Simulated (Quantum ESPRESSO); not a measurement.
# Calculated records

## Collinear magnetic orders of MnNbP with Quantum ESPRESSO

Symmetry: Pnma, No. 62, orthorhombic system. The conventional cell has a = 6.182 Å, b = 3.557 Å, c = 7.219 Å, α = 90.00°, β = 90.00°, γ = 90.00°. Nearest to Mn lie 4 P at 2.33 to 2.37 Å and 2 Mn at 2.64 Å and 5 Nb at 2.79 to 2.89 Å. Nearest to Nb lie 5 P at 2.58 to 2.63 Å and 5 Mn at 2.79 to 2.89 Å. P has 4 Mn at 2.33 to 2.37 Å and 5 Nb at 2.58 to 2.63 Å nearest. Farther neighbours are not listed.

```
CELL_PARAMETERS angstrom
6.18230 0.00000 0.00000
0.00000 3.55730 0.00000
0.00000 0.00000 7.21870
ATOMIC_POSITIONS crystal
Mn 0.85815 0.75000 0.44153
Mn 0.14185 0.25000 0.55847
Mn 0.35815 0.75000 0.05847
Mn 0.64185 0.25000 0.94153
Nb 0.53442 0.25000 0.33136
Nb 0.46558 0.75000 0.66864
Nb 0.03442 0.25000 0.16864
Nb 0.96558 0.75000 0.83136
P 0.26908 0.25000 0.86530
P 0.73092 0.75000 0.13470
P 0.76908 0.25000 0.63470
P 0.23092 0.75000 0.36530
```

```
method                  : LDA; plane waves with GBRV 1.5 LDA potentials, no spin-orbit coupling (and 1 further level or step)
program                 : Quantum ESPRESSO 7.5
settings of one run     : GBRV 1.5 LDA, cutoff 544.23 eV, 4×8×4 k-mesh, 90 bands, fermi-dirac occupations, smearing width 0.1 eV, collinear spin, SCF threshold 2.40e-8, mesh matched on, starting moments 3.5 3.5 3.5 3.5 0 0 0 0 0 0 0 0 μB
cost                    : 3 runs, 15 min in all on 4 MPI ranks of AMD EPYC 9R14 (Zen 4), shared host (the runs of this entry)
notes                   : The run is spin-polarised, with a total moment of 4.03 μB a cell (absolute 4.77). A computed site moment is spin alone and hangs on the region that is counted: the program’s spheres do not touch and miss the tail of the moment. Measured moments hold any orbital part as well, and belong to the order of the sample, which need not be the order of this run.
lowest state found      : ferromagnetic (from ferro ++++)
largest site moment     : 1.00 μB
next state with moments : antiferromagnetic, 21.1 meV a seeded atom higher
```

The smearing terms TS of the orders run from 87 to 122 meV a seeded atom, so the differences would change at a smaller width: an order with a larger TS is lowered more by the smearing. Only these 3 starts were compared; other wavevectors, canted and longer-period orders were not.

[Logs and program files are shortened in this print: banners, set-up blocks, solver, clock and traceback lines can be left out without a mark of their own.]

[Logs are printed without paths, hosts, clocks, repeated set-up lines and the standing remarks that a program may print on its own settings, such as how far it seeks lower states.]

[Hosts, paths, dates, database ids (printed as entryN), source tags and the programs' standing remarks are cut or masked in the printed files.]

[Where a cell is said to come from a database of computed structures, the database is the Materials Project.]
